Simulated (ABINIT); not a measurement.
Records of electronic-structure calculations.

```
Beyond one shot: CsPbCl3 (Pm-3m)
1.0
     5.60500    0.00000    0.00000
     0.00000    5.60500    0.00000
     0.00000    0.00000    5.60500
Cs Pb Cl
1 1 3
Direct
  0.00000 0.00000 0.00000
  0.50000 0.50000 0.50000
  0.50000 0.50000 0.00000
  0.00000 0.50000 0.50000
  0.50000 0.00000 0.50000
# method: RPA screening on PBE from quasiparticle energies and orbitals, plane waves, norm-conserving pseudopotentials (and 4 further levels or steps)
# program: ABINIT 10.8.3
# settings: cutoff 32 Ha, PseudoDojo scalar-relativistic 0.4 stringent, norm-conserving, potential set dojo-sr-pbe-0.4-stringent, ngkpt (2, 2, 2), nband 158, ecuteps 4 Ha, gwcalctyp 27, nfreqre 1, inclvkb 2, shiftk (0, 0, 0), symchi 1, awtr 1, frequency static, cycle 8, q points all but q = 0, 2×2×2 k-mesh
# cost: 25 runs, 21 min in all on 4 MPI ranks of Arm Neoverse V1, shared host
# notes: The cell and positions come from the Crystallography Open Database and are kept as given unless a step says otherwise. Limits: no spin-orbit coupling. The 2×2×2 mesh is coarse for this cell, which bears on the long-range parts of exchange and screening.
# G0W0: 3.169 eV
# self-consistent COHSEX, cycle 1: 3.967 eV
# self-consistent COHSEX, cycle 2: 4.571 eV
# self-consistent COHSEX, cycle 3: 4.666 eV
# self-consistent COHSEX, cycle 4: 4.630 eV
# self-consistent COHSEX, cycle 5: 4.578 eV
# self-consistent COHSEX, cycle 6: 4.542 eV
# self-consistent COHSEX, cycle 7: 4.523 eV
# self-consistent COHSEX, cycle 8: 4.516 eV
# known limits: short of the basis limit; no spin-orbit coupling; coarse k mesh
```

[Long decimals in the printed logs are rounded to 6 places.]

[Logs are printed without paths, hosts, clocks, repeated set-up lines and the standing remarks that a program may print on its own settings, such as how far it seeks lower states.]

[Paths, hosts, dates, memory and timing lines, banners, echoed tables and standing remarks are left out of the program output; an Ansatz launch command may be rebuilt from the run's recorded settings. Measured values are a selection of at most five: reports struck by readers or far from the other reports are left out. None is set beside runs whose start may be inverted or whose files or cutoffs have a known fault.]

[Runs of the session that timed out or met a known fault of the program may be left out.]

[Hosts, paths, dates, database ids (printed as entryN), source tags and the programs' standing remarks are cut or masked in the printed files.]

[G0W0 gaps are taken among the corrected bands and points alone; a level outside them can change the order at an edge.]

[Where Ansatz stands beside ABINIT at settings called matched, ABINIT's density can come from a denser mesh and the files from another edition; pairs whose starting gaps differed by over 0.03 eV were left out, so agreement reads better than it is.]
